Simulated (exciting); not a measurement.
# Electron–core-hole interaction in the Br K spectrum of BiBrO

Aim: the Br K absorption edge of BiBrO with the electron–hole interaction treated explicitly, and what each term of the kernel does.

Main program and level: exciting sodium; X-ray absorption, core-level Bethe-Salpeter equation, exchange and statically screened direct term, Tamm-Dancoff, all-electron LAPW+lo LDA.

The database entry behind the starting cell differs from later determinations by our own check (0.1 to 0.3 % short, probably kX units), so it need not match the best structure at ambient conditions.

### Step 1. The structure

It takes space group P4/nmm (No. 129, tetragonal). The conventional cell has a = 3.916 Å, b = 3.916 Å, c = 8.077 Å, α = 90.00°, β = 90.00°, γ = 90.00°. Bi has 4 O at 2.32 Å and 4 Br at 3.18 Å nearest. Nearest to Br lie 4 Bi at 3.18 Å. Nearest to O lie 4 Bi at 2.32 Å. Farther neighbours and most contacts between anions are not listed.

Coordinates:

```
Bi Br O
1.0
     3.91600    0.00000    0.00000
     0.00000    3.91600    0.00000
     0.00000    0.00000    8.07700
Bi Br O
2 2 2
Direct
  0.50000 0.00000 0.84600
  0.00000 0.50000 0.15400
  0.50000 0.00000 0.34700
  0.00000 0.50000 0.65300
  0.50000 0.50000 0.00000
  0.00000 0.00000 0.00000
```

Differences between curves are given as r.m.s. difference over r.m.s. height.

### Step 2. The self-consistent potential

The species files are the program's own, with muffin-tin radii set in the input.

Contents of input.xml:

```
<input>
  <title>BiBrO</title>
  <structure speciespath="." autormt="false" epslat="1.0e-5">
    <crystal>
      <basevect>7.4001675027 0.0000000000 0.0000000000</basevect>
      <basevect>0.0000000000 7.4001675027 0.0000000000</basevect>
      <basevect>0.0000000000 0.0000000000 15.2633179058</basevect>
    </crystal>
    <species speciesfile="Bi.xml" rmt="2.240">
      <atom coord="0.5000000000 0.0000000000 0.8460000000"/>
      <atom coord="0.0000000000 0.5000000000 0.1540000000"/>
    </species>
    <species speciesfile="Br.xml" rmt="2.300">
      <atom coord="0.5000000000 0.0000000000 0.3470000000"/>
      <atom coord="0.0000000000 0.5000000000 0.6530000000"/>
    </species>
    <species speciesfile="O.xml" rmt="2.012">
      <atom coord="0.5000000000 0.5000000000 0.0000000000"/>
      <atom coord="0.0000000000 0.0000000000 0.0000000000"/>
    </species>
  </structure>
  <groundstate do="fromscratch" xctype="LDA_PW" ngridk="4 4 2" rgkmax="7" gmaxvr="14" nempty="8" swidth="0.001" maxscl="100" epsengy="1e-5"/>
</input>
```

Command:

```bash
> OMP_NUM_THREADS=1 mpirun -n 4 exciting
```

The program printed:

```text
EXCITING SODIUM started
********************************************************************************
* Ground-state run starting from atomic densities                              *
********************************************************************************
+ Starting initialization                                                      +
 Lattice vectors (cartesian) :
      7.4001675027      0.0000000000      0.0000000000
      0.0000000000      7.4001675027      0.0000000000
      0.0000000000      0.0000000000     15.2633179058
 Reciprocal lattice vectors (cartesian) :
      0.8490598767      0.0000000000      0.0000000000
      0.0000000000      0.8490598767      0.0000000000
      0.0000000000      0.0000000000      0.4116526528
 Unit cell volume                           :     835.8571273249
 Brillouin zone volume                      :       0.2967614983
 Species :    1 (Bi)
     parameters loaded from                 :    Bi.xml
     name                                   :    bismuth
     nuclear charge                         :     -83.00000000
     electronic charge                      :      83.00000000
     atomic mass                            :  380947.92830000
     muffin-tin radius                      :       2.24000000
     # of radial points in muffin-tin       :     600
     atomic positions (lattice) :
       1 :   0.00000000  0.00000000  0.00000000
       2 :   0.50000000  0.50000000  0.30800000
 Species :    2 (Br)
     parameters loaded from                 :    Br.xml
     name                                   :    bromine
     nuclear charge                         :     -35.00000000
     electronic charge                      :      35.00000000
     atomic mass                            :  145656.08150000
     muffin-tin radius                      :       2.30000000
     # of radial points in muffin-tin       :     350
     atomic positions (lattice) :
       1 :   0.00000000  0.00000000  0.50100000
       2 :   0.50000000  0.50000000  0.80700000
 Species :    3 (O)
     parameters loaded from                 :    O.xml
     name                                   :    oxygen
     nuclear charge                         :      -8.00000000
     electronic charge                      :       8.00000000
     atomic mass                            :   29165.12203000
     muffin-tin radius                      :       2.01200000
     # of radial points in muffin-tin       :     250
     atomic positions (lattice) :
       1 :   0.00000000  0.50000000  0.15400000
       2 :   0.50000000  0.00000000  0.15400000
 Total number of atoms per unit cell        :       6
 Spin treatment                             :    spin-unpolarised
 Number of Bravais lattice symmetries       :      16
 Number of crystal symmetries               :      16
 k-point grid                               :       4    4    2
 Total number of k-points                   :      12
 k-point set is reduced with crystal symmetries
 R^MT_min * |G+k|_max (rgkmax)              :       7.00000000
 Species with R^MT_min                      :       3 (O)
 Maximum |G+k| for APW functions            :       3.47912525
 Maximum |G| for potential and density      :      14.00000000
 G-vector grid sizes                        :      36    36    72
 Total number of G-vectors                  :   38673
 Maximum angular momentum used for
     APW functions                          :       8
     computing H and O matrix elements      :       8
     potential and density                  :       8
     inner part of muffin-tin               :       2
 Total nuclear charge                       :    -252.00000000
 Total electronic charge                    :     252.00000000
 Total core charge                          :     176.00000000
 Total valence charge                       :      76.00000000
 Number of empty states                     :       8
 Total number of valence states             :      47
 Maximum Hamiltonian size                   :     678
 Maximum number of plane-waves              :     612
 Total number of local-orbitals             :      66
 Exchange-correlation type                  :       3
     Perdew-Wang, Phys. Rev. B 45, 13244 (1992)
 Smearing scheme                            :    Gaussian
 Smearing width                             :       0.00100000
 Using multisecant Broyden potential mixing
+ Ending initialization                                                        +
********************************************************************************
* Groundstate module started                                                   *
********************************************************************************
 Output level for this task is set to normal
+ Self-consistent loop started                                                 +
 Density and potential initialised from atomic data
+ SCF iteration number :    1                                                  +
 Total energy                               :    -48480.11784772
 _______________________________________________________________
 Fermi energy                               :         0.18900393
 Kinetic energy                             :     55951.07278273
 Coulomb energy                             :   -103462.26302782
 Exchange energy                            :      -943.93219431
 Correlation energy                         :       -24.99540832
 DOS at Fermi energy (states/Ha/cell)       :         0.00000000
 Electron charges :
     core                                   :       176.00000000
     core leakage                           :         0.02216972
     valence                                :        76.00000000
     interstitial                           :         9.45001634
     charge in muffin-tin spheres :
                  atom     1    Bi          :        79.23237413
                  atom     2    Bi          :        79.23237413
                  atom     3    Br          :        33.29746763
                  atom     4    Br          :        33.29746763
                  atom     5     O          :         8.74515007
                  atom     6     O          :         8.74515007
     total charge in muffin-tins            :       242.54998366
     total charge                           :       252.00000000
 Estimated fundamental gap                  :         0.10333766
        valence-band maximum at    7      0.0000  0.0000  0.5000
     conduction-band minimum at    7      0.0000  0.0000  0.5000
[... further iterations ...]
| Convergence targets achieved. Performing final SCF iteration                 +
 Total energy                               :    -48496.57711761
 _______________________________________________________________
 Fermi energy                               :         0.18572811
 Kinetic energy                             :     55935.03181510
 Coulomb energy                             :   -103463.26144830
 Exchange energy                            :      -943.37887177
 Correlation energy                         :       -24.96861265
 DOS at Fermi energy (states/Ha/cell)       :         0.00000000
 Electron charges :
     core                                   :       176.00000000
     core leakage                           :         0.02172207
     valence                                :        76.00000000
     interstitial                           :        10.32282518
     charge in muffin-tin spheres :
                  atom     1    Bi          :        79.48327047
                  atom     2    Bi          :        79.48327047
                  atom     3    Br          :        33.19068608
                  atom     4    Br          :        33.19068608
                  atom     5     O          :         8.16463086
                  atom     6     O          :         8.16463086
     total charge in muffin-tins            :       241.67717482
     total charge                           :       252.00000000
 Estimated fundamental gap                  :         0.08057439
        valence-band maximum at    9      0.5000  0.0000  0.5000
     conduction-band minimum at    7      0.0000  0.0000  0.5000
+ Self-consistent loop stopped                                                 +
 STATE.OUT is written
********************************************************************************
* Groundstate module stopped                                                   *
********************************************************************************
 Total time spent (seconds)                 :        95.25
| EXCITING SODIUM stopped                                                      =
```

The job ended after 98 s (4 MPI ranks of Intel Xeon at 2.70GHz, shared host).

The mesh shows a gap of 2.19 eV. Core levels (Dirac, from the valence top):

```csv
atom,level,energy (eV)
Br,2s1/2,-1721.8
Br,2p1/2,-1551.2
Br,2p3/2,-1503.8
Br,3s1/2,-229.2
Br,3p1/2,-169.9
Br,3p3/2,-163.1
```

### Step 3. A richer basis for the empty states

Each species file gets more local orbitals, built from u and its energy derivative at 0.15 Ha and u at 0.9 Ha.

input.xml is that of step 2.

Contents of SPECIES.xml, added lines:

```
<lo l="L">  <!-- L = 0, 1, 2, and 3 from Cs on -->
  <wf matchingOrder="0" trialEnergy="0.1500" searchE="false"/>
  <wf matchingOrder="1" trialEnergy="0.1500" searchE="false"/>
  <wf matchingOrder="0" trialEnergy="0.9000" searchE="false"/>
</lo>
```

Command:

```bash
> OMP_NUM_THREADS=1 mpirun -n 4 exciting
```

The program printed:

```text
EXCITING SODIUM started
********************************************************************************
* Ground-state run starting from atomic densities                              *
********************************************************************************
+ Starting initialization                                                      +
[... lattice and species ...]
 Spin treatment                             :    spin-unpolarised
 Number of Bravais lattice symmetries       :      16
[...]
valence-band maximum at    9      0.5000  0.0000  0.5000
     conduction-band minimum at    7      0.0000  0.0000  0.5000
+ Self-consistent loop stopped                                                 +
 STATE.OUT is written
********************************************************************************
* Groundstate module stopped                                                   *
********************************************************************************
 Total time spent (seconds)                 :       114.96
| EXCITING SODIUM stopped                                                      =
[key lines of the parts left out:]
Total energy                               :    -48496.58062713
Fermi energy                               :         0.18557892
```

Wall time 2 min (4 MPI ranks).

Against the first ground state the total energy moves by -16 meV an atom and the gap by -0.04 eV.

(Part 1 of 2 ends here.)

[Banner, clock and machine lines of the logs are left out without a mark of their own.]

[Logs are printed without paths, hosts, clocks, repeated set-up lines and the standing remarks that a program may print on its own settings, such as how far it seeks lower states.]

[Hosts, paths, dates, database ids (printed as entryN), source tags and the programs' standing remarks are cut or masked in the printed files.]
